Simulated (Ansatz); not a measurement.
# A failed many-body run on MoS2 (P6_3/mmc)

Aim: the G0W0 gap of MoS2 (P6_3/mmc). The first input has a fault.

Calculated with Ansatz 0.2.0; G0W0 on PBE, plane waves, PAW.

The database entry behind the starting cell differs from later determinations by our own check (about 0.3 % long), so it need not match the best structure at ambient conditions.

**1. The structure**

Symmetry: P6_3/mmc, No. 194, hexagonal system. Conventional cell: a = 3.169 Å, b = 3.169 Å, c = 12.324 Å, α = 90.00°, β = 90.00°, γ = 120.00°. Nearest to Mo lie 6 S at 2.41 Å. Nearest to S lie 3 Mo at 2.41 Å. Farther neighbours and most contacts between anions are not listed.

Coordinates:

```cif
data_structure
_symmetry_space_group_name_H-M 'P 1'
_symmetry_Int_Tables_number 1
_cell_length_a 3.1690
_cell_length_b 3.1690
_cell_length_c 12.3240
_cell_angle_alpha 90.000
_cell_angle_beta 90.000
_cell_angle_gamma 120.000
_cell_volume 107.18
loop_
_atom_site_label
_atom_site_type_symbol
_atom_site_fract_x
_atom_site_fract_y
_atom_site_fract_z
_atom_site_occupancy
Mo1 Mo 0.33333 0.66667 0.25000 1
Mo2 Mo 0.66667 0.33333 0.75000 1
S3 S 0.33333 0.66667 0.62300 1
S4 S 0.66667 0.33333 0.12300 1
S5 S 0.33333 0.66667 0.87700 1
S6 S 0.66667 0.33333 0.37700 1
```

The cell and positions come from the Crystallography Open Database and are kept as given unless a step says otherwise. The default PAW set here is soft_2. Its files were made with PBE.

**2. First try**

Contents of input.yaml:

```yaml
crystal:
  lattice:
    - [3.169, 0.0, 0.0]
    - [-1.5845, 2.7444345046, 0.0]
    - [0.0, 0.0, 12.324]
  atoms:
    - { symbol: Mo, position: [0.3333333333, 0.6666666667, 0.25] }
    - { symbol: Mo, position: [0.6666666667, 0.3333333333, 0.75] }
    - { symbol: S, position: [0.3333333333, 0.6666666667, 0.623] }
    - { symbol: S, position: [0.6666666667, 0.3333333333, 0.123] }
    - { symbol: S, position: [0.3333333333, 0.6666666667, 0.877] }
    - { symbol: S, position: [0.6666666667, 0.3333333333, 0.377] }
kpoints:
  mp_grid: { grid: [6, 6, 2] }
hamiltonian:
  xc: pbe
scf:
  occupations: { method: fixed }
gw:
  n_empty_bands: 4
  ecut_chi: 40
  qp_bands: [v2, c2]
  qp_kpoints: band_edges
  screening: { model: contour_deformation }
```

Run with:

```console
$ ansatz run input.yaml --threads 3 --pin off --max-ram 92160MiB --backend cuda --events-out ev --progress --plain --runs-dir out --devices 1 --max-vram 13GiB  # rebuilt from the run's record
```

Numbers of over 12 decimals in the logs are rounded to 6 here.

What it wrote:

```text
GPUs: using 1 of 1 available (devices: 1).
Engine: ansatz 0.2.0, x86_64-unknown-linux-gnu
Pseudopotentials: kind: paw
Pseudopotential: Mo, paw, valence charge 14, recommended cutoff 420 eV (normal), Mo.paw.azcp
Pseudopotential: S, paw, valence charge 6, recommended cutoff 420 eV (normal), S.paw.azcp
Functional definition: PBE
  parameter kappa = 0.804
  parameter beta = 0.066725
  exchange = pbe_x(kappa = kappa, mu = beta*pi^2/3)
  correlation = pbe_c(beta = beta)
device memory: the entry about to start is reckoned to put 1.1 GiB on a device that reports 39.0 GiB free (of which the cap on the GPU budget leaves the run 13.0 GiB)
GPU FFT provider: cuFFT
GPU libraries: cuBLAS 13.8.2, cuFFT 12.4.0, cuSOLVER 12.3.4
Crystal: 6 atoms, lattice volume = 107.183 Å³
Basis set: ecut = 420 eV, 2081 PW (Γ)
Bands: 32, of which v1, the nominal top of the filled ones, is band 26 counted from 1 (25 counted from 0)
Symmetry: 24 space group operations
Space group: P63/mmc (ITA 194), of the structure as read, at distance tolerance 4.8e-5 Å
k-points: 14 of 72
Non-local potential: Mo, projectors of the file, l = 0: 3, l = 1: 2, l = 2: 2, l = 3: 1
Non-local potential: S, projectors of the file, l = 0: 2, l = 1: 2, l = 2: 2
PAW form: soft (Blöchl's): semilocal exchange-correlation on the pseudo side does not see the compensation charge
PAW one-centre angular grid: Mo, 590 points (default); XC on 64 Gauss nodes
PAW one-centre angular grid: S, 110 points (default); XC on 64 Gauss nodes
Initial density: superposition of atomic densities (neutral atoms: chi_scale 0, normalization atom), corrected by the library's trained network
Initial wavefunctions: pseudopotential atomic-orbital guess
GPU buffer pool allocated for 51840 grid points (all kernels)
GPU transforms: local potential and band sums: pruned to the plane-wave sphere, on 24×24×90
Functional: x = pbe(κ = 0.804, μ = 0.219515), c = pbe(β = 0.066725)
SCF iter   1: F=—  HF=-13525.526697 eV  |F-HF|=—  |Δ(HF+E_count)|=         —  Δρ=5.46e-3  dr2=7.41e-3  ethr=1.77e-3  ⟨swp⟩=5.0  Hψ=1664  notcnv=0  defer=42
preconditioner: auto → Resta (q_TF=auto, 2.418 Å⁻¹)  ε∞=8.7  [insulator: Δε(μ)=0.887 eV  Ē_g=7.751 eV  n_scr=26 (ndim 8)  ℏωp=21.5 eV  f_vac=0.016  ε∞_Penn≈8.7]
SCF iter   2: F=—  HF=-13525.535933 eV  |F-HF|=—  |Δ(HF+E_count)|=   9.24e-3  Δρ=3.13e-3  dr2=2.37e-3  ethr=1.42e-5  ⟨swp⟩=2.0  Hψ=843  notcnv=0  defer=54
SCF iter   3: F=—  HF=-13525.540700 eV  |F-HF|=—  |Δ(HF+E_count)|=   4.77e-3  Δρ=4.94e-4  dr2=6.38e-4  ethr=4.55e-6  ⟨swp⟩=2.0  Hψ=698  notcnv=0  defer=54
SCF iter   4: F=—  HF=-13525.540635 eV  |F-HF|=—  |Δ(HF+E_count)|=   6.54e-5  Δρ=1.15e-4  dr2=1.09e-5  ethr=1.23e-6  ⟨swp⟩=2.1  Hψ=557  notcnv=0  defer=35
SCF iter   5: F=—  HF=-13525.540645 eV  |F-HF|=—  |Δ(HF+E_count)|=   1.04e-5  Δρ=5.19e-5  dr2=2.42e-6  ethr=2.09e-8  ⟨swp⟩=2.0  Hψ=619  notcnv=0  defer=2
SCF iter   6: F=—  HF=-13525.540647 eV  |F-HF|=—  |Δ(HF+E_count)|=   2.21e-6  Δρ=8.56e-6  dr2=1.01e-7  ethr=4.65e-9  ⟨swp⟩=2.0  Hψ=648  notcnv=0  defer=2
SCF iter   7: F=-13525.540647 eV  HF=-13525.540647 eV  |F-HF|=7.09e-10  |Δ(HF+E_count)|=   5.96e-8  Δρ=2.23e-6  dr2=6.40e-9  ethr=1.92e-10  ⟨swp⟩=4.9  Hψ=1310  notcnv=0
SCF 1 converged in 7 iterations: F = -13525.540647 eV  dr2 = 6.40e-9
[...]
device memory: the entry about to start is reckoned to put 1.2 GiB (of the 1.3 GiB reckoned in all, the device holds 0.1 GiB already) on a device that reports 38.9 GiB free (of which the cap on the GPU budget leaves the run 12.9 GiB)
NSCF: frozen V_eff on 14 k-points, pencils in batches of 32, up to order 128
[...]
device memory: the entry about to start is reckoned to put 1.6 GiB on a device that reports 39.0 GiB free (of which the cap on the GPU budget leaves the run 13.0 GiB)
NSCF: frozen V_eff on 14 k-points
G₀W₀ screening: q 1/14
[... further progress lines ...]
SCF converged after 7 iterations
Free energy (F): -13525.540647 eV
[...]
k-point 2: bands = [... 22 lower, 8.8399, 9.7099, 9.7325, 10.1259, 12.3854, 12.7493, 12.7590, 12.9531, ... 2 higher]
  k-point 13: bands = [... 22 lower, 8.0256, 8.0256, 10.2018, 10.2018, 11.9456, 11.9456, 13.1987, 13.1987, ... 2 higher]
--- G₀W₀: contour deformation, 6 samples at zero and on the imaginary axis and 1 off it, 72 q-points, 4 empty bands' worth ---
  eigenvalues of the whole cell's RPA ε∞ on this k-mesh (on a slab, of 1 + 4πα/V) = 4.0168, 11.2906, 11.2906; static W/v taken at q = 0 is 0.089009
  bands read: the sum over 30 bands ends inside a degenerate multiplet in 1 slot, whose members it reads at an even weight; the widest, k=12: bands 30 to 31 (counted from 1) at 1/2 each
  gw.qp_kpoints: band_edges: 14 of 14 stored k-points solved, in 2 passes; an edge of the gap read off the rows below is read off those points alone
  `?` marks the rows in doubt; gw_qp.tsv's column doubts and the gw_qp event give each row's grounds
    ik  band        ε_KS         Σx   Σc(E_QP)       V_xc       Z   E_QP_lin       E_QP  E_QP is
     0    25      9.7496   -18.6978     2.1955   -17.5874  0.6907    10.8044    10.8347  root
     0    26     10.8968   -19.7402     1.8204   -19.1818  0.7173    12.1361    12.1587  root
     0    27     12.9944   -13.7864    -1.5696   -18.5169  0.8057    16.2483    16.1552  root
     0    28     12.9944   -13.7864    -1.5696   -18.5169  0.8057    16.2483    16.1552  root
     1    25     10.6302   -19.4298     2.0447   -18.5535  0.7198    11.7747    11.7985  root
     1    26     10.6302   -19.4298     2.0447   -18.5535  0.7198    11.7747    11.7985  root
     1    27     12.9998   -13.7331    -1.6450   -18.4521  0.8019    16.1816    16.0739  root ?
     1    28     12.9998   -13.7331    -1.6450   -18.4521  0.8019    16.1816    16.0739  root ?
     2    25      9.7325   -18.5719     2.9440   -16.2166  0.7422    10.3112    10.3212  root
     2    26     10.1259   -19.4072     2.1386   -18.4311  0.7095    11.2606    11.2884  root
     2    27     12.3854   -13.5782    -2.4476   -17.9885  0.7413    14.5010    14.3481  root ?
     2    28     12.7493   -14.1025    -2.5246   -18.5698  0.7317    14.8734    14.6920  root ?
     3    25     10.0751   -19.3895     2.2508   -18.2493  0.7114    11.1590    11.1858  root
     3    26     10.0751   -19.3895     2.2508   -18.2493  0.7114    11.1590    11.1858  root
     3    27     12.5885   -13.8642    -2.3637   -18.4617  0.7544    15.0302    14.8222  root ?
     3    28     12.5885   -13.8642    -2.3637   -18.4617  0.7544    15.0302    14.8222  root ?
     4    25      9.0998   -18.5546     2.4958   -17.0856  0.6873    10.0937    10.1266  root
     4    26      9.3558   -19.0398     2.4419   -17.6677  0.6923    10.3931    10.4256  root
     4    27     12.2870   -14.2464    -2.8312   -18.9550  0.7169    14.3097    14.1644  root ?
     4    28     12.3861   -15.3312    -2.8528   -20.1338  0.7114    14.5062    14.3360  root ?
     5    25      9.2818   -18.9078     2.5013   -17.4378  0.6934    10.2821    10.3132  root
     5    26      9.2818   -18.9078     2.5013   -17.4378  0.6934    10.2821    10.3132  root
     5    27     12.4571   -15.3657    -2.8699   -20.1956  0.7113    14.5994    14.4172  root ?
     5    28     12.4571   -15.3657    -2.8699   -20.1956  0.7113    14.5994    14.4172  root ?
[...]
6    27     12.4958   -16.6414    -3.2800   -21.9163  0.6904    14.6936    14.4908  root ?
     6    28     12.5414   -16.6096    -3.2792   -21.9082  0.6913    14.7785    14.5607  root ?
[...]
7    27     12.5162   -16.6223    -3.2799   -21.9077  0.6909    14.7310    14.5218  root ?
     7    28     12.5162   -16.6223    -3.2799   -21.9077  0.6909    14.7310    14.5218  root ?
[...]
11    26      9.7351   -19.2475     2.2017   -18.1901  0.7037    10.8497    10.8795  root
[...]
11    28     12.4414   -15.3680    -2.7990   -20.0649  0.7088    14.5066    14.3393  root ?
    12    25     10.1301   -19.1153     1.7948   -18.6104  0.7054    11.3907    11.4200  root
    12    26     10.2918   -19.5175     1.7452   -19.1026  0.7079    11.5936    11.6221  root
    12    27     11.9443   -16.1257    -2.5986   -20.5483  0.7014    13.8886    13.7683  root ?
    12    28     11.9443   -16.1257    -2.5986   -20.5483  0.7014    13.8886    13.7683  root ?
    13    25     10.2018   -19.2682     1.7671   -18.8105  0.7067    11.4821    11.5111  root
    13    26     10.2018   -19.2682     1.7671   -18.8105  0.7067    11.4821    11.5111  root
    13    27     11.9456   -16.1207    -2.5980   -20.5422  0.7015    13.8894    13.7690  root ?
    13    28     11.9456   -16.1207    -2.5980   -20.5422  0.7015    13.8894    13.7690  root ?
[key lines of the parts left out:]
Fermi energy:    10.896774 eV
```

Wall time 4.3 s (1 × NVIDIA H100 80GB HBM3 (shared by 6 runs) with 3 threads of AMD EPYC 7R13 (Zen 3), shared host); peak memory 1 GiB.

The column dr2 measures how far the density is from self-consistency, as an energy; F and HF (Harris–Foulkes) agree once it is small.

**Diagnosis.**

The run ended normally, though the input holds a fault or crude settings.

The fault: four empty bands in G0W0. The sums over empty states are cut off almost at the gap, so screening and correlation are far from complete.

It printed a gap of 1.49 eV, which is an artefact of the settings.

**3. A better input**

Now the one-shot GW correction: screening in the RPA, then the self-energy of the levels asked for.

input.yaml, as its differences from that of step 2:

```diff
@@ -19,4 +19,4 @@
 gw:
-  n_empty_bands: 4
-  ecut_chi: 40
+  n_empty_bands: 394
+  ecut_chi: 138
   qp_bands: [v2, c2]
```

What it wrote:

```text
GPUs: using 1 of 1 available (devices: 1).
[...]
GPU FFT provider: cuFFT
GPU libraries: cuBLAS 13.8.2, cuFFT 12.4.0, cuSOLVER 12.3.4
Crystal: 6 atoms, lattice volume = 107.183 Å³
Basis set: ecut = 420 eV, 2081 PW (Γ)
Bands: 32, of which v1, the nominal top of the filled ones, is band 26 counted from 1 (25 counted from 0)
[... 1 set-up line as in the run before ...]
[...]
k-points: 14 of 72
[...]
GPU buffer pool allocated for 51840 grid points (all kernels)
[...]
SCF iter   1: F=—  HF=-13525.526697 eV  |F-HF|=—  |Δ(HF+E_count)|=         —  Δρ=5.46e-3  dr2=7.41e-3  ethr=1.77e-3  ⟨swp⟩=5.0  Hψ=1664  notcnv=0  defer=42
[...]
SCF iter   7: F=-13525.540647 eV  HF=-13525.540647 eV  |F-HF|=7.09e-10  |Δ(HF+E_count)|=   5.96e-8  Δρ=2.23e-6  dr2=6.40e-9  ethr=1.92e-10  ⟨swp⟩=4.9  Hψ=1310  notcnv=0
SCF 1 converged in 7 iterations: F = -13525.540647 eV  dr2 = 6.40e-9
[...]
0    25      9.7496   -18.6978     1.0221   -17.5874  0.7293     9.6612     9.6614  root
     0    26     10.8968   -19.7402     0.5041   -19.1818  0.7366    10.8425    10.8425  root
     0    27     12.9944   -13.7864    -4.3541   -18.5169  0.7389    13.3737    13.3708  root
     0    28     12.9944   -13.7864    -4.3541   -18.5169  0.7389    13.3737    13.3708  root
     1    25     10.6302   -19.4298     0.7693   -18.5535  0.7382    10.5231    10.5233  root
     1    26     10.6302   -19.4298     0.7693   -18.5535  0.7382    10.5231    10.5233  root
     1    27     12.9998   -13.7331    -4.3494   -18.4521  0.7386    13.3722    13.3694  root
     1    28     12.9998   -13.7331    -4.3494   -18.4521  0.7386    13.3722    13.3694  root
[...]
13    25     10.2018   -19.2682     0.4504   -18.8105  0.7376    10.1944    10.1944  root
    13    26     10.2018   -19.2682     0.4504   -18.8105  0.7376    10.1944    10.1944  root
    13    27     11.9456   -16.1207    -3.9845   -20.5422  0.7317    12.3858    12.3826  root
    13    28     11.9456   -16.1207    -3.9845   -20.5422  0.7317    12.3858    12.3826  root
[key lines of the parts left out:]
SCF converged after 7 iterations
Free energy (F): -13525.540647 eV
Fermi energy:    10.896774 eV
```

Elapsed: 28 s, on 1 × NVIDIA H100 80GB HBM3 (shared by 6 runs) with 3 threads; peak memory 1.6 GiB.

Numbers from this step:

```yaml
bands_summed: 420
rpa_eps_infinity_on_this_mesh_eigenvalues: 6.235, 15.08, 15.08
plane_waves_in_the_screening_matrix: 341
q_points_in_the_mesh: 72
g0w0_gap_on_the_mesh: 1.235 eV
k_of_the_valence_top: 0, 0, 0
k_of_the_conduction_bottom: 0.1667, 0.1667, 0
starting_gap_on_the_mesh: 0.8857 eV
z_at_the_valence_top: 0.7366
z_at_the_conduction_bottom: 0.7472
least_direct_g0w0_gap_on_the_computed_points: 2.086 eV
```

The gap on the mesh goes from 0.89 eV to 1.24 eV, a correction of +0.35 eV. Between the two edge states, bare exchange in place of the xc potential would open the gap by 4.75 eV, and correlation takes back 4.40 eV.

**4. Results**

| Item | Value |
| --- | --- |
| first try | converged after 4.3 s |
| better run | G0W0 gap on the mesh 1.24 eV (6×6×2 mesh, 394 empty bands, screening to 138 eV) |

In words: The second run differs in: empty bands and screening cutoff (eV). Bands and cutoff are finite, so the gap is not at the basis limit. The miss can reach some tenths of an eV and take either sign; the mesh is an error of its own. The 6×6×2 mesh is coarse for this cell (its supercell is 19 Å along the shortest edge). The RPA ε∞ on it, from the PBE start, is 6.23 and 15.08; such meshes misread the long-range screening, most where the gap is narrow. The many-body steps are scalar-relativistic: spin-orbit coupling is not in them.

[Paths, hosts, dates, memory and timing lines, banners, echoed tables and standing remarks are left out of the program output.]

[Logs are printed without paths, hosts, clocks, repeated set-up lines and the standing remarks that a program may print on its own settings, such as how far it seeks lower states.]

[Runs of the session that timed out or met a known fault of the program may be left out.]

[Cells called generated may have been cut or substituted from an entry of the Crystallography Open Database or the Materials Project.]

[Hosts, paths, dates, database ids (printed as entryN), source tags and the programs' standing remarks are cut or masked in the printed files.]
